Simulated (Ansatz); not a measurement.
**Y2CS2 MXene monolayer in a perpendicular field**

What dipole does a perpendicular field induce in the Y2CS2 MXene monolayer? A positive field points along +c.

Program: Ansatz 0.2.0. Level of theory: plane-wave DFT, PBE-D3(BJ), Ansatz PAW. Results are calculated unless marked as measured.

Report form: the programs' logs are mostly left out.

## 1. The structure

The cell holds 5 atoms: 2 S, 2 Y and 1 C. Its edges and angles: a = 3.478 Å, b = 3.478 Å, c = 44.032 Å, α = 90.0°, β = 90.0°, γ = 120.0°. Vacuum lies along c.

## 2. Relaxation

The starting cell is a guess, so the in-plane lattice and the atoms are relaxed first, with the slab cut off from its images along the normal.

Input file input.yaml:

```yaml
crystal:
  lattice:
    - [3.47776, 0.0, 0.0]
    - [-1.73888, 3.0118285083, 0.0]
    - [0.0, 0.0, 44.0318076641]
  atoms:
    - { symbol: S, position: [0.3333333333, 0.6666666667, 0.4258285316] }
    - { symbol: "Y", position: [0.6666666667, 0.3333333333, 0.4688354507] }
    - { symbol: C, position: [0.0, 0.0, 0.5] }
    - { symbol: "Y", position: [0.3333333333, 0.6666666667, 0.5311645493] }
    - { symbol: S, position: [0.6666666667, 0.3333333333, 0.5741714684] }
  periodic: [true, true, false]
kpoints:
  mp_grid: { grid: [12, 12, 1] }
hamiltonian:
  xc: pbe
  dispersion: d3bj
scf:
  occupations: { method: fermi_dirac, width: 0.05 }
  convergence: { dr2_threshold: 1.0e-09 }
relax:
  f_tol: 0.004
  max_steps: 90
  cell: {}
output:
  write_potential: true
  write_density: true
  volumetric_format: npy
```

Run with:

```
$ ansatz run input.yaml --threads 2 --pin off --max-ram 3072MiB --backend cpu --events-out ev --progress --plain --runs-dir out
```

Elapsed: 94 s, on 2 threads of Arm Neoverse V1, shared host; peak memory 0.82 GiB; 3.1 min of CPU time.

Step by step:

| step | energy less that of the first step (eV) | largest force component (eV/Å) | volume (Å³) |
| --- | --- | --- | --- |
| 1 | 0.0000 | 1.7000 | 461.21 |
| 2 | -0.3473 | 0.5315 | 475.15 |
| 3 | -0.5325 | 0.7746 | 491.43 |
| 4 | -0.7472 | 0.3961 | 524.18 |
| 5 | -0.7986 | 0.0567 | 545.27 |
| 6 | -0.8005 | 0.0429 | 549.95 |
| 7 | -0.8008 | 0.0040 | 549.95 |
| 8 | -0.8008 | 0.0001 | 549.87 |
| 9* | -0.8161 | 0.0006 | 549.87 |
| 10 | -0.8164 | 0.0011 | 552.24 |
| 11* | -0.8165 | 0.0011 | 552.24 |

Relaxation steps marked * repeat the geometry before them on a plane-wave basis chosen anew for their cell, so energy and pressure can jump there.

Forces are held to the 12 operations that the run works with; a distortion that breaks them can't arise in this run.

| cell as run | before | after | change |
| --- | --- | --- | --- |
| a (Å) | 3.478 | 3.806 | +9.4 % |
| b (Å) | 3.478 | 3.806 | +9.4 % |

The atoms that moved most (Å, along periodic axes as changes of fractional coordinates times the final cell, across vacuum about the mean position):

| atom | dx | dy | dz | length |
| --- | --- | --- | --- | --- |
| S1 | 0.000 | 0.000 | 0.374 | 0.374 |
| S5 | 0.000 | 0.000 | -0.374 | 0.374 |
| Y2 | 0.000 | 0.000 | -0.083 | 0.083 |
| Y4 | 0.000 | 0.000 | 0.083 | 0.083 |

Final coordinates:

```cif
data_structure
_symmetry_space_group_name_H-M 'P 1'
_symmetry_Int_Tables_number 1
_cell_length_a 3.8055
_cell_length_b 3.8055
_cell_length_c 44.0318
_cell_angle_alpha 90.000
_cell_angle_beta 90.000
_cell_angle_gamma 120.000
_cell_volume 552.24
loop_
_atom_site_label
_atom_site_type_symbol
_atom_site_fract_x
_atom_site_fract_y
_atom_site_fract_z
_atom_site_occupancy
S1 S 0.33333 0.66667 0.43432 1
Y2 Y 0.66667 0.33333 0.46695 1
C3 C 0.00000 0.00000 0.50000 1
Y4 Y 0.33333 0.66667 0.53305 1
S5 S 0.66667 0.33333 0.56568 1
```

This step gave:

* energy at zero smearing: -9757.3298 eV

The lattice constant a goes from 3.478 to 3.806 Å.

## 3. Atoms held, field 0

A sawtooth potential applies the field, turning back in the middle of the vacuum. With the dipole correction the typed value is the field outside the slab. The induced dipole is small, so the SCF threshold is tight.

The cell differs from the one that the last finished run ended in (c 44.032 → 23.784 Å).

Input file input.yaml:

```yaml
crystal:
  lattice:
    - [3.805514815, 0.0, 0.0]
    - [-1.9027574075, 3.2956725043, 0.0]
    - [0.0, 0.0, 23.7836180846]
  atoms:
    - { symbol: S, position: [0.3333333333, 0.6666666667, 0.3784117273] }
    - { symbol: "Y", position: [0.6666666667, 0.3333333333, 0.4388180435] }
    - { symbol: C, position: [0.0, 0.0, 0.5] }
    - { symbol: "Y", position: [0.3333333333, 0.6666666667, 0.5611819565] }
    - { symbol: S, position: [0.6666666667, 0.3333333333, 0.6215882727] }
kpoints:
  mp_grid: { grid: [18, 18, 1] }
  band_path:
    path: [[0, 0, 0], [0.5, 0, 0], [0.33333333, 0.33333333, 0], [0, 0, 0]]
    npoints: 16
hamiltonian:
  xc: pbe
  dispersion: d3bj
scf:
  occupations: { method: fermi_dirac, width: 0.02585 }
  convergence: { dr2_threshold: 1.0e-10 }
efield:
  axis: 3
  dipole_correction: true
  ramp_position: 0.97
  ramp_width: 0.06
  amplitude: 0
output:
  dos: { projected: true, e_range: [-6, 5] }
  write_potential: true
  write_density: true
  volumetric_format: npy
  elf: true
```

Wall time 25 s (2 threads); peak memory 0.65 GiB.

Numbers from this step:

```yaml
energy_at_zero_smearing: -9757.3272 eV
work_function_upper_face: 6.722 eV
dipole_along_the_normal: -4.89e-7 e·Å
```

Running mean over a fixed 2.5 Å (it still follows the layers) of the planar mean; the ramp of the sawtooth is left out. Table of electron's electrostatic potential energy less the Fermi level by z:

| z (Å) | electron's electrostatic potential energy less the Fermi level (eV) |
| --- | --- |
| 3.0 | 6.72 |
| 3.5 | 6.72 |
| 4.0 | 6.72 |
| 4.5 | 6.72 |
| 5.0 | 6.72 |
| 5.5 | 6.72 |
| 6.0 | 6.70 |
| 6.5 | 6.63 |
| 7.0 | 6.26 |
| 7.5 | 4.91 |
| 8.0 | 2.86 |
| 8.5 | 0.605 |
| 9.0 | -2.18 |
| 9.5 | -5.08 |
| 10.0 | -6.19 |
| 10.5 | -6.03 |
| 11.0 | -5.81 |
| 11.5 | -4.93 |
| 12.0 | -4.60 |
| 12.5 | -5.34 |
| 13.0 | -5.95 |
| 13.5 | -6.10 |
| 14.0 | -6.00 |
| 14.5 | -3.92 |
| 15.0 | -0.876 |
| 15.5 | 1.60 |
| 16.0 | 3.80 |
| 16.5 | 5.64 |
| 17.0 | 6.49 |
| 17.5 | 6.68 |
| 18.0 | 6.71 |
| 18.5 | 6.72 |
| 19.0 | 6.72 |
| 19.5 | 6.72 |
| 20.0 | 6.72 |
| 20.5 | 6.72 |

The density of states has structure finer than the step of the table below, so its rows give means over 0.25 eV, whole bins alone (the curve runs from -6 to 1.99 eV). Peaks (eV: height): -2.280: 13.4, -2.030: 9.89, -1.890: 12.7, -1.310: 15.2, -1.230: 26.4, -0.930: 13.4, -0.730: 12.6.

Density of states against energy, zero at the Fermi level; means over each step:

| energy (eV) | density of states (states/eV a cell) |
| --- | --- |
| -3.25 | 0 |
| -3.00 | 1.04 |
| -2.75 | 1.91 |
| -2.50 | 3.21 |
| -2.25 | 6.35 |
| -2.00 | 5.16 |
| -1.75 | 5.57 |
| -1.50 | 4.96 |
| -1.25 | 13.6 |
| -1.00 | 6.33 |
| -0.75 | 3.97 |
| -0.50 | 4.95 |
| -0.25 | 4.81 |
| 0.00 | 5.69 |
| 0.25 | 2.36 |
| 0.50 | 2.35 |
| 0.75 | 0.270 |
| 1.00 | 0 |

Projected DOS per atom over height of the atomic layer and energy from the Fermi level. Layers: S Y C Y S from below.

Ten even steps from '_' (0.00 states/eV) to '@' (3.47 states/eV), each cell a mean:
```
__________
__________
__________
____..____
..__::__..
::__##__::
::..**..::
....++....
@@::..::@@
**::::::**
++::::::++
==......==
::......::
__________
__________
__________
__________
__________
__________
__________
__________
__________
```
Columns: height of the atomic layer (Å) from 9 to 14.8; rows upwards: energy from the Fermi level (eV) from -5.96 to 1.96.

The electronic bands at the labelled points (eV, zero at the Fermi level):

| point | band 15 | band 16 | band 17 | band 18 | band 19 | band 20 | band 21 | band 22 |
| --- | --- | --- | --- | --- | --- | --- | --- | --- |
| Γ | -1.49 | -0.89 | -0.89 | 0.45 | 0.76 | 0.76 | 3.39 | 3.39 |
| halfway | -1.49 | -1.27 | -0.93 | -0.39 | 0.15 | 0.34 | 2.61 | 4.31 |
| M | -1.31 | -1.30 | -0.98 | -0.90 | 0.02 | 0.07 | 2.07 | 4.21 |
| halfway | -1.33 | -1.23 | -1.19 | -0.75 | -0.61 | -0.13 | 2.86 | 4.67 |
| K | -2.02 | -1.18 | -1.18 | -0.61 | -0.61 | -0.57 | 4.16 | 4.16 |
| halfway | -1.77 | -1.19 | -0.98 | -0.33 | -0.31 | 0.20 | 3.32 | 3.43 |
| Γ | -1.49 | -0.89 | -0.89 | 0.45 | 0.76 | 0.76 | 3.39 | 3.39 |

ELF in the ca plane at fractional y = 0.333, with atoms of Y and S within 0.2 Å of it. It is the smooth field of the valence electrons, not physical close to the nuclei.

Ten even steps from '0' (0.00) to '9' (0.88), each cell a mean:
```
00000000000002355313542134201268999752100000
00000000000000111148997212113689899974200000
00000000000000000179789401124886159985200000
00000000000000000289679401125885149985210000
00000000000000111159998211113799799975200000
00000000000001344224662133201369999853100000
00000000000013678741111465211125776420000000
00000000000125788874214776212201111000000000
00000000000135789875214786212200110000000000
00000000000024678752102565211114665310000000
```
Columns run along c (16.0 Å, from fractional 0.13 to 0.81 of the cell), rows up along a (3.8 Å). Atoms in or near the plane, at fractional coordinates: Y at (0.44, 0.67), S at (0.62, 0.67).

Electrostatic potential energy in the ca plane at fractional y = 0.333, with atoms of Y and S within 0.2 Å of it. With pseudopotentials it is smooth inside the atoms' cores, unlike the true potential.

Ten even steps from '0' (-40 eV) to '9' (5 eV), each cell a mean:
```
99999999999999999876557889888888778999999999
99999999999999999751003789999873126899999999
99999999999999998720000588999850102799999999
99999999999999998720000588999840212799999999
99999999999999998740002689999872015899999999
99999999999999999875346889888887678999999999
99999999999999999888788899887788899999999999
99999999999999998888889998876778999999999999
99999999999999998889999998876678999999999999
99999999999999999888888898877788999999999999
```
Columns run along c (16.0 Å, from fractional 0.13 to 0.81 of the cell; values clipped at the 3rd and 97th percentile), rows up along a (3.8 Å). Atoms in or near the plane, at fractional coordinates: Y at (0.44, 0.67), S at (0.62, 0.67).

Valence density in the ca plane at fractional y = 0.333, with atoms of Y and S within 0.2 Å of it. It is the smooth field of the valence electrons, not physical close to the nuclei.

Ten steps, logarithmic in the rise over the least value, from '0' (0.0 e/Å³) to '9' (3.6 e/Å³), each cell a mean:
```
00000000000001123345654333323445654310000000
00000000000000112368987432223467776421000000
00000000000000012479998532223567667531000000
00000000000000012479998532223567567531000000
00000000000000112368997432223467776421000000
00000000000001123346665333223456664310000000
00000000000001234443333343333444432100000000
00000000000001345543323444444433221100000000
00000000000001345543323444444432221000000000
00000000000001234443333344334333332100000000
```
Columns run along c (16.0 Å, from fractional 0.13 to 0.81 of the cell), rows up along a (3.8 Å). Atoms in or near the plane, at fractional coordinates: Y at (0.44, 0.67), S at (0.62, 0.67).

The work function of the upper face is 6.72 eV.

## 4. Atoms held, field 0.1 V/Å

input.yaml, as its differences from that of step 3:

```diff
@@ -27,5 +27,4 @@
   ramp_width: 0.06
-  amplitude: 0
+  amplitude: 0.1
 output:
-  dos: { projected: true, e_range: [-6, 5] }
   write_potential: true
@@ -33,2 +32 @@
   volumetric_format: npy
-  elf: true
```

The job ended after 27 s (2 threads; peak memory 0.63 GiB).

The dipole is 0.0527 e·Å.

## 5. Single point, field -0.1 V/Å

input.yaml, as its differences from that of step 4:

```diff
@@ -27,3 +27,3 @@
   ramp_width: 0.06
-  amplitude: 0.1
+  amplitude: -0.1
 output:
```

The job ended after 27 s (2 threads; peak memory 0.63 GiB).

The dipole is -0.0527 e·Å.

## 6. Response, atoms held

This step: plane-wave DFT, PBE-D3(BJ), Ansatz PAW; response to a field along the normal, atoms held (Ansatz 0.2.0).

The dipoles give the slope, and the difference of two potentials shows where the field is screened.

This step gave:

```
equivalent conductor thickness p/(ε₀AE) : 7.607 Å
distance between the outer atoms        : 5.784 Å
```

The dipole of the cell by applied field:

| applied field (V/Å) | dipole of the cell (e·Å) |
| --- | --- |
| -0.1000 | -0.0527 |
| 0.0000 | -4.9e-7 |
| 0.1000 | 0.0527 |

Local field over the applied field, running mean. From the potentials at -0.1 and 0.1 V/Å; running mean over 2.5 Å. The local field over applied field by z:

z (Å), local field over applied field and a bar:
```
     4.01      1.000 ##############################
     4.46      1.000 ##############################
     4.91      0.999 ##############################
     5.35      0.995 ##############################
     5.65      0.991 ##############################
     6.09      0.975 #############################
     6.54      0.935 ############################
     6.99      0.853 ##########################
     7.43      0.722 #####################
     7.88      0.564 #################
     8.32      0.401 ############
     8.77      0.243 #######
     9.07      0.153 ####
     9.51      0.064 #
     9.96      0.030 
    10.41      0.021 
    10.85      0.020 
    11.30      0.032 
    11.74      0.044 #
    12.04      0.044 #
    12.49      0.032 
    12.93      0.020 
    13.38      0.021 
    13.82      0.030 
    14.27      0.064 #
    14.72      0.153 ####
    15.01      0.243 #######
    15.46      0.401 ############
    15.91      0.564 #################
    16.35      0.722 #####################
    16.80      0.853 ##########################
    17.24      0.935 ############################
    17.69      0.975 #############################
    18.14      0.991 ##############################
    18.43      0.995 ##############################
    18.88      0.999 ##############################
    19.32      1.000 ##############################
    19.77      1.000 ##############################
```

Electrons, planar mean, per unit field. The induced electron density by z:

z (Å), induced electron density (e/Å³ per V/Å) and a bar from the least value:
```
      4.5    0.00000 ###############
      5.0    0.00001 ###############
      5.5    0.00003 ###############
      6.0    0.00009 ###############
      6.5    0.00028 ################
      7.0    0.00081 ##################
      7.5    0.00205 #######################
      8.0    0.00364 ##############################
      8.5    0.00285 ###########################
      9.0    0.00076 ##################
      9.5    0.00083 ##################
     10.0   -0.00004 ###############
     10.5   -0.00071 ############
     11.0   -0.00016 ##############
     11.5    0.00042 #################
     12.0   -0.00020 ##############
     12.5   -0.00025 ##############
     13.0    0.00047 #################
     13.5    0.00057 #################
     14.0   -0.00040 #############
     14.5   -0.00081 ############
     15.0   -0.00133 ##########
     15.5   -0.00365 
     16.0   -0.00303 ###
     16.5   -0.00140 #########
     17.0   -0.00052 #############
     17.5   -0.00017 ##############
     18.0   -0.00005 ###############
     18.5   -0.00001 ###############
     19.0    0.00000 ###############
     19.5    0.00000 ###############
```

By hand: between -0.1 and 0.1 V/Å the dipole changes by 0.1055 e·Å, a slope of 0.5273 e·Å²/V. A perfect conductor of thickness t has p = ε₀AEt, so t = 180.95 × 0.5273 / 12.542 = 7.61 Å (e/ε₀ = 180.95 V·Å, A in Å²).

The induced dipole is that of a conductor 7.61 Å thick.

## 7. What came out

| Item | Value |
| --- | --- |
| gap without field | none |
| work function, upper face | 6.72 eV |
| equivalent conductor thickness, atoms held | 7.61 Å |

The induced dipole equals that of a perfect conductor 7.61 Å thick, while the outer atoms lie 5.78 Å apart. There is no gap over 0.03 eV, with or without the field. The main runs have no spin polarisation; a magnetic state could lie lower and would change these results. Spin-orbit coupling is left out. The MXene's terminations sit over the metal atoms of its far layer; the site over carbon or nitrogen, which some compounds prefer, was not run.

[Logs are printed without paths, hosts, clocks, repeated set-up lines and the standing remarks that a program may print on its own settings, such as how far it seeks lower states.]

[Hosts, paths, dates, database ids (printed as entryN), source tags and the programs' standing remarks are cut or masked in the printed files.]

[Maps of the electrostatic potential energy from Ansatz leave out the sawtooth potential of an applied field or a dipole correction, so their vacuum need not be flat; planar profiles and work functions include it.]

[The density of states shown here was stored with 400 of the rows of the run's finer table, so its peaks can read low, often by over a quarter, or be missed, and its means over a window can be off by a tenth or more.]
